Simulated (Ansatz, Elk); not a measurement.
# AsH2: X-ray structure factors from the self-consistent density

The structure of AsH2 used here is made up (a known structure type with other elements) and was relaxed beforehand with PBE. The aim is the Fourier transform of its all-electron density, F(hkl), set beside the sum over free spherical atoms that refinements use.

Main program and level: Elk 11.2.3 (patched build); DFT, PBE, all-electron APW+lo, Dirac cores, scalar-relativistic bands, static density, no spin.

This account leaves out most program logs.

The structure was built from a prototype and need not be the compound's stable phase.

## (1) The structure

The structure is cubic, space group Fm-3m (No. 225). Conventional cell: a = 4.820 Å, b = 4.820 Å, c = 4.820 Å, α = 90.00°, β = 90.00°, γ = 90.00°. Nearest to As lie 8 H at 2.09 Å. Nearest to H lie 4 As at 2.09 Å. Farther neighbours are not listed.

## (2) Ground state and structure factors

An all-electron density is needed, since X-rays see the cores too. Task 0 finds the density and task 195 Fourier-transforms it; tshift is off so that phases refer to the origin typed.

File elk.in:

```
tasks
  0
  195

xctype
  20

spinpol
  .false.

rgkmax
  7.0

gmaxvr
  14.0

lmaxo
  7

lmaxapw
  8

swidth
  0.002

tshift
  .false.

ramdisk
  .false.

hmaxvr
  5.5

maxscl
  120

epspot
  1e-06

sppath
  './'

avec
  -0.00000000000 4.55469507740 4.55469507740
  4.55469507740 0.00000000000 4.55469507740
  4.55469507740 4.55469507740 0.00000000000

atoms
  2
  'As.in'
  1
  -0.0000000000 0.0000000000 0.0000000000   0.000000 0.000000 0.000000
  'H.in'
  2
  0.7500000000 0.7500000000 0.7500000000   0.000000 0.000000 0.000000
  0.2500000000 0.2500000000 0.2500000000   0.000000 0.000000 0.000000

ngridk
  8 8 8
```

On the command line:

```
$ OMP_NUM_THREADS=4 elk
```

Run time: 9 s. Hardware: 4 threads of Arm Neoverse V1, shared host; peak memory 0.15 GiB.

SFACRHO.OUT:

```text

h k l indices transformed by vhmat matrix:
   1.000000000       0.000000000       0.000000000    
   0.000000000       1.000000000       0.000000000    
   0.000000000       0.000000000       1.000000000    

      h      k      l  multipl.   |H|            Re(F)            Im(F)           |F|

      0      0      0      1   0.0000000       35.000000     -0.35664385E-16   35.000000    
     -1      0      0      8   1.1946789       27.063612     -0.10244439E-16   27.063612    
      0     -1     -1      6   1.3794964       24.869590     -0.60974629E-16   24.869590    
     -1      1      0     12   1.9509025       23.467939      0.39645332E-16   23.467939    
     -1      1     -1     24   2.2876359       21.300890      0.51222197E-16   21.300890    
      0      0     -2      8   2.3893578       20.537667     -0.18568046E-16   20.537667    
      2      2      0      6   2.7589927       19.463961      0.44120439E-16   19.463961    
     -2      1      0     24   3.0065426       18.235532     -0.10244439E-16   18.235532    
      1      2     -1     24   3.0846476       17.724637     -0.11674958E-16   17.724637    
      3      1      0     24   3.3790622       16.874623     -0.15006503E-18   16.874623    
     -1      2      2     24   3.5840367       15.958096      0.15366659E-16   15.958096    
     -3     -3     -3      8   3.5840367       15.954103      0.25611098E-16   15.954103    
     -2      0      2     12   3.9018049       14.906858      0.27919421E-17   14.906858    
     -1      2     -2     48   4.0806053       14.207887     -0.30733318E-16   14.207887    
     -1     -1     -4     24   4.1384891       13.943463      0.23410145E-16   13.943463    
      0     -3     -3      6   4.1384891       13.945108     -0.83304741E-17   13.945108    
     -3     -2      1     24   4.3623505       13.369619      0.27877294E-17   13.369619    
      4      3      4     24   4.5229813       12.824245     -0.51222197E-17   12.824245
```

Elk indexes on the primitive cell of elk.in and gives |H| = 4π sin θ/λ in inverse bohr. Below, one row stands for each form hkl of the conventional cell (m members, Friedel mates merged), F is for one primitive cell and the density is static (no thermal factor). Free-atom factors are Waasmaier and Kirfel's, and R is Σm||F|−|F'||/Σm|F|.

```
hkl   m  sin θ/λ (Å⁻¹)  abs F, DFT  neutral atoms   diff.
111   8          0.180      27.064         27.041  +0.023
200   6          0.207      24.870         25.019  -0.149
220  12          0.293      23.468         23.475  -0.007
311  24          0.344      21.301         21.370  -0.070
222   8          0.359      20.538         20.570  -0.033
400   6          0.415      19.464         19.528  -0.064
331  24          0.452      18.235         18.256  -0.021
420  24          0.464      17.725         17.763  -0.038
422  24          0.508      16.875         16.909  -0.035
511  24          0.539      15.958         16.000  -0.041
333   8          0.539      15.954         16.000  -0.045
440  12          0.587      14.907         14.943  -0.037
531  48          0.614      14.208         14.247  -0.039
442  24          0.622      13.944         13.983  -0.040
```

## (3) The highest occupied states alone

An energy window below the Fermi level keeps the highest occupied states, to see at which angles they scatter; shallow core shells can lie inside it and anion s states outside. No new self-consistency is needed.

elk.in: that of step 2 with these lines changed.

```diff
@@ -1,3 +1,2 @@
 tasks
-  0
   195
@@ -40,2 +39,5 @@
 
+wsfac
+  -0.234160 0.506840
+
 sppath
```

On the command line:

```
$ OMP_NUM_THREADS=4 elk
```

It took 1.9 s on 4 threads; peak memory 0.16 GiB; 2.5 s of CPU time.

States within 12 eV below the Fermi level hold 6.29 electrons; any levels below the window count with the cores, and a count that is not whole means the window cuts a band. Their amplitudes can exceed the total, where window and core parts have opposite phase:

```
hkl  sin θ/λ (Å⁻¹)  abs F, window  abs F, all
111          0.180          1.047      27.064
200          0.207          0.382      24.870
220          0.293          0.512      23.468
311          0.344          0.132      21.301
222          0.359          0.429      20.538
400          0.415          0.110      19.464
331          0.452          0.042      18.235
420          0.464          0.211      17.725
422          0.508          0.132      16.875
511          0.539          0.025      15.958
```

## (4) Another functional

The difference from free atoms is small, so it is set against the change that PBEsol makes.

elk.in: that of step 3 with these lines changed.

```diff
@@ -1,2 +1,3 @@
 tasks
+  0
   195
@@ -4,3 +5,3 @@
 xctype
-  20
+  22
 
@@ -39,5 +40,2 @@
 
-wsfac
-  -0.234160 0.506840
-
 sppath
```

On the command line:

```
$ OMP_NUM_THREADS=4 elk
```

Wall time 10 s (4 threads); peak memory 0.16 GiB.

Against the first run R = 0.03 %; the largest change is +0.030 at 200.

## (5) A coarser k-mesh

About half the k-points along each axis test the sampling.

elk.in: that of step 4 with these lines changed.

```diff
@@ -5,3 +5,3 @@
 xctype
-  22
+  20
 
@@ -59,2 +59,2 @@
 ngridk
-  8 8 8
+  4 4 4
```

On the command line:

```
$ OMP_NUM_THREADS=4 elk
```

Run time: 6 s. Hardware: 4 threads; peak memory 0.16 GiB; 12 s of CPU time.

Against the first run R = 0.01 %; the largest change is +0.017 at 111.

## (6) Basis size

A smaller basis shows how fast F responds to it; the change is likely larger than the basis error of the first run, but doesn't show convergence.

elk.in: that of step 5 with these lines changed.

```diff
@@ -11,3 +11,3 @@
 rgkmax
-  7.0
+  5.5
 
@@ -59,2 +59,2 @@
 ngridk
-  4 4 4
+  8 8 8
```

On the command line:

```
$ OMP_NUM_THREADS=4 elk
```

Elapsed: 7.4 s, on 4 threads; peak memory 0.16 GiB.

Against the first run R = 0.00 %; the largest change is +0.003 at 420.

## (7) Settings against the effect

```
          run  R against the first run (%)  R against neutral atoms, low angle (%)  wall time
PBE, rgkmax 7                         0.00                                    0.18        9 s
       PBEsol                         0.03                                    0.20       10 s
 k-mesh 4×4×4                         0.01                                    0.21        6 s
   rgkmax 5.5                         0.00                                    0.18      7.4 s
```

## (8) What came out

- R against neutral atoms, sin θ/λ < 0.3 Å⁻¹: 0.18 %
- R against neutral atoms, 0.3 to 0.80 Å⁻¹: 0.19 %

In words: Independent neutral atoms miss the calculated amplitudes by R = 0.18 % below 0.3 Å⁻¹ and 0.19 % from there to 0.80 Å⁻¹; by shells, 0.18 % 0.15 to 0.3 (3 forms), 0.29 % 0.3 to 0.45 (3 forms), 0.18 % above 0.45 (19 forms). Bonding, aspherical density and the tables' own atoms all enter these figures, and the runs don't part them. The largest change of an amplitude is -0.15 electrons, at 200. The window's part falls from 6.3 electrons at the origin to at most 0.21 between 0.45 and 0.80 Å⁻¹. Below 0.3 Å⁻¹ the changes that finished (PBEsol, k-mesh 4×4×4 and rgkmax 5.5) move F by R = 0.09 % at most, against the 0.18 % that separates it from free atoms, so the difference from free atoms is only partly resolved. Part of the difference isn't bonding: the tables are fits to free atoms and ions calculated by other methods than this functional. Thermal motion, anomalous dispersion and extinction are left out.

[Logs are printed without paths, hosts, clocks, repeated set-up lines and the standing remarks that a program may print on its own settings, such as how far it seeks lower states.]

[Hosts, paths, dates, database ids (printed as entryN), source tags and the programs' standing remarks are cut or masked in the printed files.]
